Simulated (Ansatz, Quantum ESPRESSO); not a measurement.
# Band edges of Zr2COS MXene, 1 layer under strain, part 2 of 2

Aim: band edges, gap and stiffness of Zr2COS MXene, 1 layer under biaxial strain.

Quantum ESPRESSO 7.5; plane-wave DFT, PBE, GBRV ultrasoft pseudopotentials; geometry by Ansatz 0.2.0 with PAW datasets.

So far: Set-up; Geometry from Ansatz.

### Step 3. The script

Under ESM bc1 levels count from the vacuum, or from the mean of the two vacuum levels where the sheet has a dipole, so band edges at unlike strains can be compared.

Level of this step: plane-wave DFT, PBE, GBRV ultrasoft pseudopotentials (Quantum ESPRESSO 7.5).

File run.py:

```python
import json
import numpy as np
from ase import Atoms
from ase.calculators.espresso import Espresso, EspressoProfile

profile = EspressoProfile(command='mpirun -n 4 pw.x -nk 4', pseudo_dir='../pseudo')
pseudopotentials = {'C': 'c_pbe_v1.2.uspp.F.UPF', 'O': 'o_pbe_v1.2.uspp.F.UPF', 'S': 's_pbe_v1.4.uspp.F.UPF', 'Zr': 'zr_pbe_v1.uspp.F.UPF'}
system = {'ecutwfc': 40, 'ecutrho': 200, 'occupations': 'smearing', 'smearing': 'fd', 'degauss': 0.002}


def calculator(name, kpts, **extra):
    data = dict(control=dict(tprnfor=True, verbosity='high', disk_io='none'),
                system=system | extra,
                electrons=dict(conv_thr=1e-09, mixing_beta=0.4, mixing_mode='plain',
                               electron_maxstep=100))
    return Espresso(profile=profile, directory=name, pseudopotentials=pseudopotentials, kpts=kpts, input_data=data)


def centre(atoms):
    z = atoms.positions[:, 2]
    atoms.positions[:, 2] -= (z.max() + z.min()) / 2  # ESM wants the slab about z = 0
    return atoms

sheet = Atoms(
    ['S', 'Zr', 'C', 'Zr', 'O'],
    scaled_positions=[
        [0.3333333333, 0.6666666667, 0.3723216151],
        [0.6666666667, 0.3333333333, 0.4500038362],
        [0.0000000000, 0.0000000000, 0.5149049590],
        [0.3333333333, 0.6666666667, 0.5830687962],
        [0.6666666667, 0.3333333333, 0.6258722233]],
    cell=[
        [3.384517315833, 0.000000000000, 0.000000000000],
        [-1.692258657916, 2.931077975060, 0.000000000000],
        [0.000000000000, 0.000000000000, 20.586622663100]],
    pbc=True)

rows = []
for strain in [-0.03, -0.015, 0.0, 0.015, 0.03]:
    atoms = sheet.copy()
    atoms.set_cell(sheet.cell.array * [[1 + strain], [1 + strain], [1]], scale_atoms=True)
    atoms = centre(atoms)
    atoms.calc = calculator(f's{strain:+.3f}', (12, 12, 1), assume_isolated='esm', esm_bc='bc1', nbnd=24)
    energy = atoms.get_potential_energy()
    levels = np.array([atoms.calc.get_eigenvalues(kpt=i) for i in range(len(atoms.calc.get_ibz_k_points()))])
    top, bottom = levels[:, 19].max(), levels[:, 20].min()
    direct = (levels[:, 20] - levels[:, 19]).min()
    rows.append([strain, energy, top, bottom, direct])
    print(f'strain {strain:+.3f}: E = {energy:.5f} eV, valence top {top:.3f}, conduction bottom {bottom:.3f}, '
          f'gap {bottom - top:.3f}, least direct gap {direct:.3f} eV')

x, energy, top, bottom, direct = np.array(rows).T
area = np.linalg.norm(np.cross(*sheet.cell[:2]))
stiffness = np.polyfit(x, energy, 2)[0] / area * 16.0218  # C11 + C12, heights clamped
print(f'valence and conduction edges move by {np.polyfit(x, top, 1)[0]:.2f} and {np.polyfit(x, bottom, 1)[0]:.2f} eV per unit biaxial strain')
print(f'C11 + C12 with clamped heights: {stiffness:.1f} N/m')
json.dump(dict(rows=rows, stiffness=stiffness), open('result.json', 'w'))
```

Started as:

```
$ OMP_NUM_THREADS=1 python run.py
```

Log:

```text
strain -0.030: E = -3627.97282 eV, valence top -4.999, conduction bottom -5.373, gap -0.375, least direct gap 0.625 eV
strain -0.015: E = -3628.12699 eV, valence top -5.102, conduction bottom -5.356, gap -0.254, least direct gap 0.734 eV
strain +0.000: E = -3628.17664 eV, valence top -5.216, conduction bottom -5.347, gap -0.131, least direct gap 0.846 eV
strain +0.015: E = -3628.13073 eV, valence top -5.320, conduction bottom -5.342, gap -0.022, least direct gap 0.946 eV
strain +0.030: E = -3628.00005 eV, valence top -5.409, conduction bottom -5.340, gap 0.070, least direct gap 1.029 eV
valence and conduction edges move by -6.92 and 0.55 eV per unit biaxial strain
C11 + C12 with clamped heights: 341.1 N/m
```

It took 3.8 min on 4 MPI ranks of Arm Neoverse V2, shared host; peak memory 0.75 GiB.

The input that ASE wrote for the first run, and its log:

```
&CONTROL
   verbosity        = 'high'
   tprnfor          = .true.
   disk_io          = 'none'
   pseudo_dir       = '../pseudo'
/
&SYSTEM
   nbnd             = 24
   ecutwfc          = 40
   ecutrho          = 200
   occupations      = 'smearing'
   degauss          = 0.002
   smearing         = 'fd'
   assume_isolated  = 'esm'
   esm_bc           = 'bc1'
   ntyp             = 4
   nat              = 5
   ibrav            = 0
/
&ELECTRONS
   electron_maxstep = 100
   conv_thr         = 1e-09
   mixing_mode      = 'plain'
   mixing_beta      = 0.4
/
&IONS
/
&CELL
/
&FCP
/
&RISM
/
ATOMIC_SPECIES
S 32.06 s_pbe_v1.4.uspp.F.UPF
Zr 91.224 zr_pbe_v1.uspp.F.UPF
C 12.011 c_pbe_v1.2.uspp.F.UPF
O 15.999 o_pbe_v1.2.uspp.F.UPF

K_POINTS automatic
12 12 1  0 0 0

CELL_PARAMETERS angstrom
3.28298179635801 0.00000000000000 0.00000000000000
-1.64149089817852 2.84314563580820 0.00000000000000
0.00000000000000 0.00000000000000 20.58662266310000

ATOMIC_POSITIONS angstrom
S -0.0000000002 1.8954304240 -2.6098753485  
Zr 1.6414908983 0.9477152118 -1.0106607751  
C 0.0000000000 0.0000000000 0.3254341504  
Zr -0.0000000002 1.8954304240 1.7286973461  
O 1.6414908983 0.9477152118 2.6098753485
```

```text
Program PWSCF v.7.5 starts
[citation notice left out]

     Parallel version (MPI & OpenMP), running on       4 processor cores
     Number of MPI processes:                 4
     Threads/MPI process:                     1

     MPI processes distributed on     1 nodes
[... 1 line left out ...]

Warning: card &CELL ignored
Warning: card &FCP ignored
Warning: card &RISM ignored

     Current dimensions of program PWSCF are:
     Max number of different atomic species (ntypx) = 10
     Max number of k-points (npk) =  40000
     Max angular momentum in pseudopotentials (lmaxx) =  4
     Message from routine setup:
     using ibrav=0 with symmetry is DISCOURAGED, use correct ibrav instead

     K-points division:     npool     =       4
     Subspace diagonalization in iterative solution of the eigenvalue problem:
     a serial algorithm will be used

     G-vector sticks info
     --------------------
     sticks:   dense  smooth     PW     G-vecs:    dense   smooth      PW
     Sum         517     421    121                61663    44341    7371

     Using Slab Decomposition

     bravais-lattice index     =            0
     lattice parameter (alat)  =       6.2039  a.u.
     unit-cell volume          =    1296.7292 (a.u.)^3
     number of atoms/cell      =            5
     number of atomic types    =            4
     number of electrons       =        40.00
     number of Kohn-Sham states=           24
     kinetic-energy cutoff     =      40.0000  Ry
     charge density cutoff     =     200.0000  Ry
     scf convergence threshold =      1.0E-09
     mixing beta               =       0.4000
     number of iterations used =            8  plain     mixing
     Exchange-correlation= SLA  PW   PBE  PBE
                           (   1   4   3   4   0   0   0)

     Effective Screening Medium Method
     =================================
     Boundary Conditions: Vacuum-Slab-Vacuum
     total charge in unit cell        =   0.0000
     grid points for fit at edges     =        4

[... 10 lines left out ...]
     PseudoPot. # 1 for S  read from file:
     ../pseudo/s_pbe_v1.4.uspp.F.UPF
     Pseudo is Ultrasoft + core correction, Zval =  6.0
     Generated by new atomic code, or converted to UPF format
     Using radial grid of  907 points,  6 beta functions with:
                l(1) =   0
                l(2) =   0
                l(3) =   1
                l(4) =   1
                l(5) =   2
                l(6) =   2
     Q(r) pseudized with  8 coefficients,  rinner =    1.300   1.300   1.300
                                                       1.300   1.300

     PseudoPot. # 2 for Zr read from file:
     ../pseudo/zr_pbe_v1.uspp.F.UPF
     Pseudo is Ultrasoft + core correction, Zval = 12.0
     Generated by new atomic code, or converted to UPF format
     Using radial grid of  887 points,  6 beta functions with:
                l(1) =   0
                l(2) =   0
[... 761 lines left out ...]

     negative rho (up, down):  1.289E-01 0.000E+00

     Forces acting on atoms (cartesian axes, Ry/au):

     atom    1 type  1   force =     0.00000000   -0.00000000   -0.02907252
     atom    2 type  2   force =     0.00000000    0.00000000    0.01399436
     atom    3 type  3   force =     0.00000000    0.00000000    0.00058032
     atom    4 type  2   force =     0.00000000   -0.00000000   -0.01496821
     atom    5 type  4   force =     0.00000000    0.00000000    0.02955035
     The non-local contrib.  to forces
     atom    1 type  1   force =     0.00000000    0.00000000    0.07562679
     atom    2 type  2   force =     0.00000000    0.00000000    0.00100424
     atom    3 type  3   force =     0.00000000    0.00000000    0.01492926
     atom    4 type  2   force =     0.00000000    0.00000000   -0.08990917
     atom    5 type  4   force =     0.00000000    0.00000000   -0.60924675
     The ionic contribution  to forces
     atom    1 type  1   force =     0.00000000   -0.00000000  -74.78055123
     atom    2 type  2   force =    -0.00000000    0.00000000  -71.80630904
     atom    3 type  3   force =    -0.00000000   -0.00000000   -0.16327364
     atom    4 type  2   force =     0.00000000   -0.00000000   78.09592890
     atom    5 type  4   force =    -0.00000000    0.00000000   68.65420500
     The local contribution  to forces
     atom    1 type  1   force =     0.00000000   -0.00000000   74.67868593
     atom    2 type  2   force =    -0.00000001    0.00000001   71.81873522
     atom    3 type  3   force =    -0.00000000    0.00000000    0.14906740
     atom    4 type  2   force =     0.00000002   -0.00000001  -78.02871058
     atom    5 type  4   force =    -0.00000001    0.00000001  -68.01758257
     The core correction contribution to forces
     atom    1 type  1   force =    -0.00000000    0.00000000   -0.00284471
     atom    2 type  2   force =     0.00000000   -0.00000000    0.00052243
     atom    3 type  3   force =    -0.00000000   -0.00000000   -0.00014621
     atom    4 type  2   force =    -0.00000000    0.00000000    0.00774721
     atom    5 type  4   force =    -0.00000000    0.00000000    0.00218239
     The Hubbard contrib.    to forces
     atom    1 type  1   force =     0.00000000    0.00000000    0.00000000
     atom    2 type  2   force =     0.00000000    0.00000000    0.00000000
     atom    3 type  3   force =     0.00000000    0.00000000    0.00000000
     atom    4 type  2   force =     0.00000000    0.00000000    0.00000000
     atom    5 type  4   force =     0.00000000    0.00000000    0.00000000
     The SCF correction term to forces
     atom    1 type  1   force =     0.00000000   -0.00000000    0.00001071
     atom    2 type  2   force =     0.00000000    0.00000000    0.00004151
     atom    3 type  3   force =     0.00000000   -0.00000000    0.00000350
     atom    4 type  2   force =     0.00000000    0.00000000   -0.00002457
     atom    5 type  4   force =    -0.00000000   -0.00000000   -0.00000771

     Total force =     0.046246     Total SCF correction =     0.000050
     Message from routine punch:
     Nothing written, as per user request (disk_io='none')

[... 1 line left out ...]

[... 1 line left out ...]

[... 1 line left out ...]

[... 3 lines left out ...]

[... 1 line left out ...]

[... 2 lines left out ...]

[... 1 line left out ...]

[... 1 line left out ...]

=------------------------------------------------------------------------------=
   JOB DONE.
=------------------------------------------------------------------------------=
```

This step gave:

| Quantity | Value |
| --- | --- |
| biaxial stiffness | 341.1 N/m |

Band edge from the vacuum level against biaxial strain:

| biaxial strain (%) | valence top (eV) | conduction bottom (eV) |
| --- | --- | --- |
| -3.00 | -5.00 | -5.37 |
| -1.50 | -5.10 | -5.36 |
| 0.00 | -5.22 | -5.35 |
| 1.50 | -5.32 | -5.34 |
| 3.00 | -5.41 | -5.34 |

Table of gap by biaxial strain:

| biaxial strain (%) | on the mesh (eV) | least direct (eV) |
| --- | --- | --- |
| -3.00 | -0.374 | 0.625 |
| -1.50 | -0.254 | 0.734 |
| 0.00 | -0.131 | 0.846 |
| 1.50 | -0.022 | 0.946 |
| 3.00 | 0.0699 | 1.03 |

Table of energy over the lowest by biaxial strain:

| biaxial strain (%) | energy over the lowest (meV) |
| --- | --- |
| -3.00 | 204 |
| -1.50 | 49.6 |
| 0.00 | 0 |
| 1.50 | 45.9 |
| 3.00 | 177 |

### Step 4. Running the series: PBE, SG15 norm-conserving

Level of this step: plane-wave DFT, PBE, SG15 norm-conserving pseudopotentials (Quantum ESPRESSO 7.5).

run.py is the input of step 3 with these lines changed:

```diff
@@ -6,4 +6,4 @@
 profile = EspressoProfile(command='mpirun -n 4 pw.x -nk 4', pseudo_dir='../pseudo')
-pseudopotentials = {'C': 'c_pbe_v1.2.uspp.F.UPF', 'O': 'o_pbe_v1.2.uspp.F.UPF', 'S': 's_pbe_v1.4.uspp.F.UPF', 'Zr': 'zr_pbe_v1.uspp.F.UPF'}
-system = {'ecutwfc': 40, 'ecutrho': 200, 'occupations': 'smearing', 'smearing': 'fd', 'degauss': 0.002}
+pseudopotentials = {'C': 'C_ONCV_PBE-1.2.upf', 'O': 'O_ONCV_PBE-1.2.upf', 'S': 'S_ONCV_PBE-1.2.upf', 'Zr': 'Zr_ONCV_PBE-1.2.upf'}
+system = {'ecutwfc': 60, 'ecutrho': 240, 'occupations': 'smearing', 'smearing': 'fd', 'degauss': 0.002}
```

Started as:

```
$ OMP_NUM_THREADS=1 python run.py
```

Log:

```text
strain -0.030: E = -3455.79080 eV, valence top -5.003, conduction bottom -5.384, gap -0.381, least direct gap 0.625 eV
strain -0.015: E = -3455.94668 eV, valence top -5.106, conduction bottom -5.366, gap -0.260, least direct gap 0.733 eV
strain +0.000: E = -3455.99753 eV, valence top -5.219, conduction bottom -5.357, gap -0.138, least direct gap 0.844 eV
strain +0.015: E = -3455.95256 eV, valence top -5.322, conduction bottom -5.351, gap -0.028, least direct gap 0.945 eV
strain +0.030: E = -3455.82397 eV, valence top -5.412, conduction bottom -5.348, gap 0.064, least direct gap 1.029 eV
valence and conduction edges move by -6.89 and 0.58 eV per unit biaxial strain
C11 + C12 with clamped heights: 340.8 N/m
```

It took 6.9 min on 4 MPI ranks; peak memory 0.68 GiB.

This step gave:

| Property | Result |
| --- | --- |
| biaxial stiffness | 340.8 N/m |

Band edge from the vacuum level against biaxial strain:

| biaxial strain (%) | valence top (eV) | conduction bottom (eV) |
| --- | --- | --- |
| -3.00 | -5.00 | -5.38 |
| -1.50 | -5.11 | -5.37 |
| 0.00 | -5.22 | -5.36 |
| 1.50 | -5.32 | -5.35 |
| 3.00 | -5.41 | -5.35 |

Table of gap by biaxial strain:

| biaxial strain (%) | on the mesh (eV) | least direct (eV) |
| --- | --- | --- |
| -3.00 | -0.381 | 0.625 |
| -1.50 | -0.260 | 0.733 |
| 0.00 | -0.138 | 0.844 |
| 1.50 | -0.0284 | 0.945 |
| 3.00 | 0.0643 | 1.03 |

Table of energy over the lowest by biaxial strain:

| biaxial strain (%) | energy over the lowest (meV) |
| --- | --- |
| -3.00 | 207 |
| -1.50 | 50.8 |
| 0.00 | 0 |
| 1.50 | 45.0 |
| 3.00 | 174 |

### Step 5. By hand

Under equal strain ε in the plane, E = A (C11 + C12) ε². From the points at ±1.5 %: d²E/dε² = (49.65 + 45.91 − 2 × 0.00) meV / 0.015² = 425 eV, and 425/(2 × 9.920 Å²) × 16.02 = 343 N/m.

### Step 6. Summary of results

```json
{
  "C11 + C12, heights clamped, PBE, GBRV ultrasoft": "341 N/m",
  "C11 + C12, heights clamped, PBE, SG15 norm-conserving": "341 N/m"
}
```

**Reading.** The sheet's biaxial stiffness comes to 341 N/m (PBE, GBRV ultrasoft). The bands touch or overlap at some strains, so edges by band count are no gaps there. Heights are clamped under strain, which makes a sheet with several atomic planes too stiff. Semilocal gaps are too small. The sheet carries a dipole, so the two faces have unlike vacuum levels and the zero lies between them. Spin-orbit coupling is left out; depending on the atoms that carry the levels of interest, it can split and shift them by tens to hundreds of meV.

[Logs are printed without paths, hosts, clocks, repeated set-up lines and the standing remarks that a program may print on its own settings, such as how far it seeks lower states.]

[Hosts, paths, dates, database ids (printed as entryN), source tags and the programs' standing remarks are cut or masked in the printed files.]

[Maps of the electrostatic potential energy from Ansatz leave out the sawtooth potential of an applied field or a dipole correction, so their vacuum need not be flat; planar profiles and work functions include it.]
